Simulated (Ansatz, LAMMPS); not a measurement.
**Structural relaxation of amorphous 43ZrO2-57SiO2 (mol %) (84 atoms)**

Aim: bring amorphous 43ZrO2-57SiO2 (mol %) (84 atoms) to a nearby minimum of the energy and see what moves.

Main program and level: Ansatz 0.2.0; Kohn-Sham DFT, PBE, PAW (set soft_2), plane waves.

Most raw output is cut from this account.

## 1. The structure

The cell holds 84 atoms: 12 Zr, 16 Si and 56 O. Its edges and angles: a = 10.620 Å, b = 10.620 Å, c = 10.620 Å, α = 90.0°, β = 90.0°, γ = 90.0°. 84 atoms (12 Zr, 16 Si, 56 O) placed at random at 3.38 g/cm³, melted at 5000 K for 10 ps at fixed volume with the Morse and Coulomb pair potential with partial charges (Pedone, Malavasi, Menziani, Cormack and Segre, J. Phys. Chem. B 110, 11780 (2006)). Quenched from 5000 K to 300 K at 50 K/ps and fixed volume, held 5 ps, then minimised at fixed cell.

Limits known from the start: The quench rate of 50 K/ps far exceeds what a furnace or splat quench reaches, so expect more defects and frozen-in strain than in a real sample. The network of bonds at the start is that of the classical potential that made the cell. Only the Γ point is sampled in the main run, in a cell whose shortest periodic width is 11 Å.

## 2. How the cell was made

A classical potential supplies the starting structure, since it reaches far longer times than DFT.

This step: classical MD, Morse and Coulomb pair potential with partial charges (Pedone, Malavasi, Menziani, Cormack and Segre, J. Phys. Chem. B 110, 11780 (2006)) (LAMMPS 22 Jul 2025 - Update 4).

in.lmp reads:

```
# melt-quench of Zr12Si16O56
units metal
atom_style charge
boundary p p p
region box block 0 10.6201 0 10.6201 0 10.6201
create_box 3 box
mass 1 91.2240   # Zr
mass 2 28.0850   # Si
mass 3 15.9990   # O
create_atoms 1 random 12 40749 NULL overlap 1.5 maxtry 2000
create_atoms 2 random 16 40756 NULL overlap 1.5 maxtry 2000
create_atoms 3 random 56 40763 NULL overlap 1.5 maxtry 2000
pair_style hybrid/overlay pedone 5.5 coul/long 8.0
pair_coeff * * coul/long
pair_coeff 1 3 pedone 0.206237 2.479675 2.436997 1   # Zr-O
pair_coeff 2 3 pedone 0.340554 2.006700 2.100000 1   # Si-O
pair_coeff 3 3 pedone 0.042395 1.379316 3.618701 22   # O-O
set type 1 charge 2.4
set type 2 charge 2.4
set type 3 charge -1.2
kspace_style pppm 1.0e-4
neigh_modify delay 0 every 1 check yes
thermo_style custom step time temp pe press density
thermo_modify norm yes
timestep 0.002
thermo 100
min_style cg
minimize 1e-4 1e-4 200 2000
reset_timestep 0
velocity all create 5000 40750 mom yes dist gaussian
fix lim all nve/limit 0.05
fix lan all langevin 5000 5000 0.2 40751 zero yes
thermo 500
run 1000 post no
# [... 10 lines left out ...]
thermo 1250
fix md all nvt temp 300 300 0.2
run 2500 post no
unfix md
thermo 100
min_style cg
minimize 0 1e-3 2000 20000
write_dump all custom glass.dump id type xs ys zs modify sort id
```

Command:

```
$ lmp -in in.lmp -log none -nocite
```

Run time: 23 s. Hardware: 1 thread of Arm Neoverse V1, shared host; peak memory 0.068 GiB.

## 3. Single point at the start

The forces at the start show how far the geometry lies from a minimum of this functional.

input.yaml reads:

```yaml
crystal:
  lattice:
    - [10.6201, 0.0, 0.0]
    - [0.0, 10.6201, 0.0]
    - [0.0, 0.0, 10.6201]
  atoms:
    - { symbol: Zr, position: [0.83743, 0.12512, 0.03263] }
    - { symbol: Zr, position: [0.05224, 0.52094, 0.8199] }
    - { symbol: Zr, position: [0.65012, 0.83919, 0.14635] }
    - { symbol: Zr, position: [0.70934, 0.1719, 0.50753] }
    - { symbol: Zr, position: [0.67843, 0.96788, 0.77253] }
    - { symbol: Zr, position: [0.43408, 0.83415, 0.92715] }
    - { symbol: Zr, position: [0.91688, 0.59577, 0.09916] }
    - { symbol: Zr, position: [0.29662, 0.01301, 0.35274] }
[... 72 atom lines left out ...]
    - { symbol: O, position: [0.33161, 0.94661, 0.5293] }
    - { symbol: O, position: [0.46663, 0.76359, 0.12601] }
    - { symbol: O, position: [0.05764, 0.28887, 0.36029] }
    - { symbol: O, position: [0.50921, 0.79084, 0.55438] }
kpoints:
  mp_grid: { grid: [1, 1, 1] }
hamiltonian:
  xc: pbe
scf:
  occupations: { method: fermi_dirac, width: 0.025 }
output:
  forces: true
```

Command:

```
$ ansatz run input.yaml --threads 4 --pin off --max-ram 8192MiB --backend cpu --events-out ev --progress --plain --runs-dir out
```

It took 14 s on 4 threads of Arm Neoverse V1, shared host; peak memory 1.5 GiB.

The run gave:

```
free energy            : -92257.2369 eV
free energy per atom   : -1098.3004 eV/atom
SCF cycles             : 11
r.m.s. force component : 0.9641 eV/Å
longest force          : 3.399 eV/Å
Fermi energy           : 6.187 eV
```

The r.m.s. force component of 0.96 eV/Å sets the starting point.

Neighbours are counted within 2.12 Å (O-Si), 2.82 Å (O-Zr).

Length of the force by element and coordination:

```tsv
element	coordination	atoms	mean length of the force (eV/Å)	spread	least	most
O	all	56	1.35	0.843	0.194	3.40
O	2	35	1.76	0.781	0.516	3.40
O	3	20	0.670	0.347	0.194	1.42
O	4	1	0.362	0	0.362	0.362
Si	all	16	1.33	0.625	0.246	2.68
Zr	all	12	2.15	0.494	1.56	3.25
Zr	5	3	2.10	0.315	1.65	2.36
Zr	6	8	2.20	0.568	1.56	3.25
Zr	7	1	1.99	0	1.99	1.99
```

## 4. Cell and atoms relaxed

Cell and atoms are freed together, to release stress as well as forces.

input.yaml: that of step 3 with these lines changed.

```diff
@@ -15 +15,5 @@
   forces: true
+relax:
+  f_tol: 0.04
+  max_steps: 250
+  cell: {}
```

It took 2.6 min on 4 threads; peak memory 1.5 GiB; 9.6 min of CPU time.

Relaxation path:

```tsv
step	energy less that of the first step (eV)	largest force component (eV/Å)	pressure (GPa)	volume (Å³)
1	0.0000	3.2903	-0.73	1197.80
2	-3.2298	1.4360	2.05	1169.36
3	-4.1676	0.9271	0.75	1174.28
4	-4.9689	0.4513	-0.17	1175.06
5	-5.1322	0.1718	-0.06	1173.90
6	-5.1703	0.0875	0.00	1172.68
7	-5.1800	0.0459	0.02	1172.44
8	-5.1803	0.0147	0.00	1172.59
9*	-5.1623	0.0162	-0.05	1172.59
10	-5.1688	0.0306	0.02	1172.00
11*	-5.1673	0.0306	0.01	1172.00
```

Relaxation steps marked * repeat the geometry before them on a plane-wave basis chosen anew for their cell, so energy and pressure can jump there.

```tsv
cell as run	before	after	change
a (Å)	10.620	10.787	+1.6 %
b (Å)	10.620	10.392	-2.1 %
c (Å)	10.620	10.476	-1.4 %
α (°)	90.00	89.23	-0.9 %
β (°)	90.00	87.71	-2.5 %
γ (°)	90.00	87.27	-3.0 %
volume (Å³/atom)	14.26	13.95	-2.2 %
```

The atoms that moved most (Å, as changes of fractional coordinates times the final cell):

```tsv
atom	dx	dy	dz	length
O76	-0.416	-0.318	-0.196	0.559
O50	0.103	0.043	-0.515	0.527
O44	-0.307	0.030	-0.224	0.382
O45	0.248	-0.043	0.153	0.294
O72	0.210	0.133	-0.102	0.269
O32	0.053	-0.233	0.122	0.269
O31	-0.215	-0.150	0.048	0.267
O58	-0.183	-0.078	0.167	0.260
```

The relaxation changed the energy by -61.5 meV/atom, and atoms moved by 0.18 Å r.m.s., 0.56 Å at most.

## 5. Local order after relaxation

Bonds before and after, by the cutoffs listed below:

```tsv
pair	bonds before	bonds after	mean before (Å)	mean after (Å)	spread before (Å)	spread after (Å)
O-Si	64	64	1.632	1.643	0.051	0.031
O-Zr	71	71	2.163	2.150	0.153	0.180
```

Density 3.46 g/cm³, 13.95 Å³ an atom.

Pair distribution functions g(r), in bins of 0.2 Å:

```tsv
r (Å)	total	O-O	O-Si	O-Zr	Si-Si	Si-Zr	Zr-Zr
1.50	0.11	0.00	0.42	0.00	0.00	0.00	0.00
1.70	3.03	0.00	11.93	0.00	0.00	0.00	0.00
1.90	0.66	0.00	0.00	3.42	0.00	0.00	0.00
2.10	0.93	0.00	0.00	4.86	0.00	0.00	0.00
2.30	0.35	0.06	0.00	1.73	0.00	0.00	0.00
2.50	0.59	1.00	0.00	0.78	0.00	0.00	0.00
2.70	1.69	3.75	0.00	0.09	0.00	0.00	0.00
2.90	0.81	1.62	0.00	0.00	2.13	0.28	0.00
3.10	1.05	1.57	0.70	0.00	3.38	1.01	0.00
3.30	0.86	0.82	0.81	0.45	1.03	2.20	2.31
3.50	0.82	0.56	1.02	0.22	0.00	3.99	2.75
3.70	0.98	0.68	1.40	0.90	0.52	1.64	1.92
3.90	1.08	0.62	1.65	1.40	1.21	0.31	2.61
4.10	1.11	0.76	1.58	1.56	0.65	0.30	1.54
4.30	1.04	0.58	1.80	1.32	0.58	0.64	0.69
4.50	1.02	0.88	0.90	1.61	1.64	0.72	0.00
4.70	1.20	1.29	0.78	1.64	1.15	1.33	0.00
4.90	0.97	1.14	0.49	1.16	0.75	1.31	0.54
5.10	1.08	1.39	0.72	0.69	1.82	0.74	1.73
```

Bonds by pair of elements; cutoffs follow the first minimum of g(r), held within bounds set by covalent radii, and pairs that aren't listed don't count as bonded:

```tsv
pair A-B	cutoff (Å)	bonds	mean length (Å)	spread (Å)	shortest (Å)	B about A	A about B
O-Si	2.12	64	1.64	0.031	1.59	1.14	4
O-Zr	2.98	71	2.15	0.18	1.93	1.27	5.92
```

How many atoms have how many bonded neighbours:

```tsv
element	mean	2	3	4	5	6	7
O	2.41	34	21	1	0	0	0
Si	4	0	0	16	0	0	0
Zr	5.92	0	0	0	2	9	1
```

Bond angles, per cent of each kind in bins of 5°:

```tsv
angle (°)	O-Zr-O	O-Si-O	Si-O-Zr	Zr-O-Zr	Si-O-Si
60–65	1.1	0.0	0.0	0.0	0.0
65–70	4.0	0.0	0.0	0.0	0.0
70–75	6.2	0.0	0.0	0.0	0.0
75–80	9.7	0.0	0.0	0.0	0.0
80–85	10.8	0.0	0.0	0.0	0.0
85–90	6.8	1.0	0.0	0.0	0.0
90–95	8.0	0.0	6.0	5.6	0.0
95–100	10.2	1.0	8.0	16.7	0.0
100–105	11.4	17.7	0.0	16.7	0.0
105–110	4.0	36.5	4.0	16.7	0.0
110–115	2.3	29.2	0.0	5.6	0.0
115–120	3.4	11.5	8.0	2.8	0.0
120–125	1.1	2.1	12.0	2.8	11.8
125–130	1.7	1.0	6.0	0.0	23.5
130–135	0.6	0.0	16.0	11.1	5.9
135–140	2.3	0.0	14.0	5.6	5.9
140–145	0.0	0.0	8.0	5.6	17.6
145–150	2.3	0.0	8.0	2.8	5.9
150–155	2.8	0.0	4.0	2.8	11.8
155–160	3.4	0.0	2.0	5.6	5.9
160–165	4.5	0.0	2.0	0.0	11.8
165–170	1.7	0.0	0.0	0.0	0.0
170–175	1.7	0.0	2.0	0.0	0.0
```

Bond angles (no mean is given where the spread exceeds 20°):

```tsv
angle	count	mean (°)	spread (°)
O-Zr-O	176	-	-
O-Si-O	96	109	5.6
Si-O-Zr	50	129	18.7
Zr-O-Zr	36	117	19.6
Si-O-Si	17	141	14.1
```

Oxygen atoms by the number of network formers (Si, P, Ge, B, Al, As, Ga) bound to them:

```tsv
network formers bound to O	O atoms	per cent
0	9	16.1
1	30	53.6
2	17	30.4
```

Network units: each former by its oxygen neighbours and how many of them bridge to another former:

```tsv
former	O neighbours	bridging O	atoms
Si	4	0	1
Si	4	1	3
Si	4	2	5
Si	4	3	7
```

Bond length by coordination (bonds to H left out):

```tsv
element	coordination	atoms	mean bond length (Å)
O	2	34	1.75
O	3	21	2.06
O	4	1	2.24
Zr	5	2	2.08
Zr	6	9	2.15
Zr	7	1	2.20
```

First main peaks of g(r), for some of the pairs, lie near 2.7 Å (O-O), 1.6 Å (O-Si), 2.1 Å (O-Zr), 3.1 Å (Si-Si) and 3.5 Å (Si-Zr). Counting bonds as in the table, 61 % of O atoms have 2, all Si atoms have 4 and 75 % of Zr atoms have 6 bonded neighbours. Counting bonds to Si alone, not to Zr, 30 % of the oxygens join two of these atoms and 54 % one; 16 % join none. The commonest Si unit has 4 oxygens, 3 of them shared with other formers (7 of 16 atoms).

## 6. Single point at the relaxed geometry

One more single point at the end of the walk gives the fuller output and checks the residual forces.

input.yaml reads:

```yaml
crystal:
  lattice:
    - [10.78163, 0.2518, 0.21136]
    - [0.2518, 10.38915, 0.0679]
    - [0.21136, 0.0679, 10.47361]
  atoms:
    - { symbol: Zr, position: [0.84379, 0.13094, 0.04759] }
    - { symbol: Zr, position: [0.03826, 0.51383, 0.80793] }
    - { symbol: Zr, position: [0.63305, 0.83975, 0.16191] }
    - { symbol: Zr, position: [0.69207, 0.17754, 0.51094] }
    - { symbol: Zr, position: [0.69006, 0.97472, 0.77426] }
    - { symbol: Zr, position: [0.4397, 0.84111, 0.91605] }
    - { symbol: Zr, position: [0.91979, 0.6161, 0.10523] }
    - { symbol: Zr, position: [0.30841, 0.01391, 0.35865] }
[... 72 atom lines left out ...]
    - { symbol: O, position: [0.33518, 0.95025, 0.53554] }
    - { symbol: O, position: [0.47229, 0.74301, 0.13799] }
    - { symbol: O, position: [0.06477, 0.27797, 0.36796] }
    - { symbol: O, position: [0.51331, 0.77032, 0.54919] }
kpoints:
  mp_grid: { grid: [1, 1, 1] }
hamiltonian:
  xc: pbe
scf:
  occupations: { method: fermi_dirac, width: 0.025 }
output:
  forces: true
  stress: true
  populations: true
  dos:
    method: { smearing: { sigma: 0.08 } }
    de: 0.05
    projected: { site_lists: { O: [O], Si: [Si], Zr: [Zr] } }
  eigenvalues: true
  write_density: true
  write_potential: true
  volumetric_format: npy
```

It took 23 s on 4 threads; peak memory 1.5 GiB; 86 s of CPU time.

The program notes that the exchange-correlation potential is rough where the density is thin.

Read from the output:

| Quantity | Value |
| --- | --- |
| free energy | -92262.4041 eV |
| free energy per atom | -1098.3620 eV/atom |
| SCF cycles | 10 |
| pressure | 0.01254 GPa |
| r.m.s. force component | 0.00772 eV/Å |
| longest force | 0.03579 eV/Å |
| Fermi energy | 6.521 eV |
| gap (highest filled to lowest empty level) | 3.88 eV |
| spilling of the projection | 0.0088 |

Löwdin charges by element and coordination (they lack the spilled electrons, 0.057 e an atom on average):

```tsv
element	coordination	atoms	mean charge (e)	spread	least	most
O	all	56	-0.734	0.0478	-0.798	-0.615
O	2	34	-0.730	0.0521	-0.798	-0.615
O	3	21	-0.743	0.0387	-0.782	-0.658
O	4	1	-0.691	0	-0.691	-0.691
Si	all	16	1.72	0.025	1.67	1.77
Zr	all	12	1.53	0.0317	1.47	1.59
Zr	5	2	1.55	0.0196	1.53	1.57
Zr	6	9	1.54	0.0281	1.49	1.59
Zr	7	1	1.47	0	1.47	1.47
```

Density of states as counts of states in windows of 1 eV (from the Fermi level), total and the larger projections:

```tsv
from (eV)	to (eV)	total	O p	Zr d	Si p
-14	-12	0.0	0.0	0.0	0.0
-12	-11	0.9	0.6	0.0	0.0
-11	-10	7.1	4.7	0.1	0.4
-10	-9	7.9	5.3	0.1	0.6
-9	-8	11.4	7.9	0.3	1.2
-8	-7	20.9	15.1	1.3	2.6
-7	-6	37.3	27.6	3.7	3.7
-6	-5	53.1	41.5	5.7	2.8
-5	-4	62.4	53.2	5.1	1.4
-4	-3	74.1	66.8	4.0	1.0
-3	-2	56.9	53.7	1.6	0.5
-2	-1	4.0	3.8	0.1	0.0
-1	1	0.0	0.0	0.0	0.0
1	2	1.7	0.2	1.4	0.0
2	3	28.6	3.2	22.3	0.5
3	4	40.9	5.9	29.7	1.2
4	5	24.6	3.6	12.7	1.6
```

Between -26 and -14 eV lie 112 more states.

The stored curve holds about 448 of the 544 electrons; the rest, give or take the few that broadening carries across the Fermi level, lie in deeper levels below its range.

The levels nearest the highest filled one (over half full), pooled over k-points and spins:

```tsv
level less the highest filled one (eV)	occupation
-0.329	2
-0.198	2
-0.160	2
-0.120	2
-0.014	2
0	2
3.88	0
4.03	0
4.12	0
4.16	0
4.40	0
4.42	0
```

Valence density in the ab plane at fractional z = 0.790, with atoms of Zr and Si and O within 0.2 Å of it. It is the smooth field of the valence electrons, not physical close to the nuclei.

Ten even steps from '0' (0.0 e/Å³) to '9' (6.3 e/Å³), each cell a mean:
```
011000000000001100146641011100
134200000000012320025530000000
289510000100002210001100000000
157410012421000000000000000000
011100013531000000000110000000
000000001210000000000110000000
000000000000000000000110000000
000012210000000000001110000000
000014310000000100000100000000
111012210012100000000000000000
554100000255420000001110000002
655200000265630000014641000002
454100000145420000016961000001
111013310001111000002331001222
100039940000147300000010002574
000026730000158410000000002463
000001210000023100000000000110
000000000000000000000000000000
000000000110000000000000000000
013421001231000124310000000000
027841001221000159720000000000
014520000000000025510000001000
001100000000000001112100134210
000000000000000000135531135310
```
Columns run along a (10.8 Å), rows up along b (10.4 Å). Atoms in or near the plane, at fractional coordinates: Zr at (0.04, 0.51), Zr at (0.69, 0.97), Zr at (0.37, 0.52), Si at (0.79, 0.34), O at (0.19, 0.38), O at (0.58, 0.13), O at (0.07, 0.87), O at (0.71, 0.48).

Electrostatic potential energy in the ab plane at fractional z = 0.790, with atoms of Zr and Si and O within 0.2 Å of it. With pseudopotentials it is smooth inside the atoms' cores, unlike the true potential.

Values in eV, 13 rows by 16 columns, each cell a mean:
```
-22  -9   7   9  10   9   9   1  -5  -2 -42 -50 -16   5   4  -5
-20 -39  -5  -2   0  -1   4  -1  -3   6  -3  -8   2   9  10   9
  6  -5 -22 -32 -17 -19   4   5   8   9   8   4   7  11  11  11
 10   8  -2  -8   4   7   8   9   9   8   2  -4   3   9  11  11
  4   5  -5 -15   6   3   3   7   7   7  -3 -14  -2   8  10   8
-38 -25   1   4   0 -32 -37  -6   8  10   6  -1   5   9   8  -9
-50 -40  -1   7  -2 -42 -49 -14   8  11  -3 -34  -4   9   7 -15
 -6  -3 -13 -23   4  -2  -7 -14   4  12   8 -13 -21  -8 -10 -16
  9   9 -10 -27   3   9   3 -28  -7  11   9 -10 -49 -36 -14 -14
 11   9  -6 -35 -16   6   4  -7   0   9  11   5  -9  -5   8  11
  7 -13 -13 -31 -18 -10   1 -13 -11 -14   6  11  10  10  10  10
-11 -28 -10   6   6   2   8   7  -4 -31  -5   4   8   8   5  -1
-48 -12   8  10  11  11  11  11  10   1 -29 -36  -6 -14 -22 -28
```
Columns run along a (10.8 Å; values clipped at the 3rd and 97th percentile), rows up along b (10.4 Å). Atoms in or near the plane, at fractional coordinates: Zr at (0.04, 0.51), Zr at (0.69, 0.97), Zr at (0.37, 0.52), Si at (0.79, 0.34), O at (0.19, 0.38), O at (0.58, 0.13), O at (0.07, 0.87), O at (0.71, 0.48).

Mean Löwdin charges: O -0.73, Si +1.72, Zr +1.53 e (they miss 0.88 % of the electrons, so they add up to more than the cell's charge). The largest share in the top eV of filled states is O p (95 % of the projected weight), and in the lowest eV of empty states Zr d (81 % of the projected weight).

A closer look about Zr7, which has 5 bonded neighbours where the commonest count for Zr is 6: 11 atoms, nearest first, numbered in the order of the input, with positions taken from that point.

```tsv
atom	x	y	z	distance (Å)	bonds	Löwdin charge (e)
Zr7	0.00	0.00	0.00	0.00	5	1.53
O59	0.97	1.57	0.63	1.95	2	-0.63
O44	-0.95	-1.07	1.37	1.99	2	-0.73
O75	-0.30	-0.08	-2.05	2.07	3	-0.66
O35	-1.94	0.80	-0.36	2.13	3	-0.66
O63	1.66	-1.18	-0.67	2.14	3	-0.78
Si26	-0.85	-1.14	2.99	3.31	4	1.72
O50	0.62	-0.45	3.28	3.37	2	-0.80
Zr10	-2.36	0.35	-2.47	3.44	6	1.52
Si18	3.21	-1.28	-0.08	3.46	4	1.72
Zr2	1.19	-1.05	-3.10	3.48	6	1.55
```

The column of bonds counts only the pairs O-Si within 2.12 Å, O-Zr within 2.98 Å; other neighbours, such as metal atoms beside each other in a compound, aren't counted, and periodic images can show an atom twice.

## 7. K-mesh 2×2×2

A denser mesh tests the sampling of the Brillouin zone.

input.yaml: that of step 6 with these lines changed.

```diff
@@ -8,3 +8,3 @@
 kpoints:
-  mp_grid: { grid: [1, 1, 1] }
+  mp_grid: { grid: [2, 2, 2] }
 hamiltonian:
@@ -22,4 +22 @@
   eigenvalues: true
-  write_density: true
-  write_potential: true
-  volumetric_format: npy
```

The job ended after 3.5 min (4 threads; peak memory 5.4 GiB).

The program notes that it cut back its work space to fit the memory limit.

Geometry and reference: those of the single point at the relaxed geometry.

Forces differ from those of the single point at the relaxed geometry by 9.7 meV/Å r.m.s.; the energy by -0.44 meV/atom and the gap by -0.036 eV. It took 3.5 min and 10 cycles; the reference's time can't be set against it, since the two runs asked for unlike analyses.

[end of part 1 of 2]

[Logs are printed without paths, hosts, clocks, repeated set-up lines and the standing remarks that a program may print on its own settings, such as how far it seeks lower states.]

[Hosts, paths, dates, database ids (printed as entryN), source tags and the programs' standing remarks are cut or masked in the printed files.]
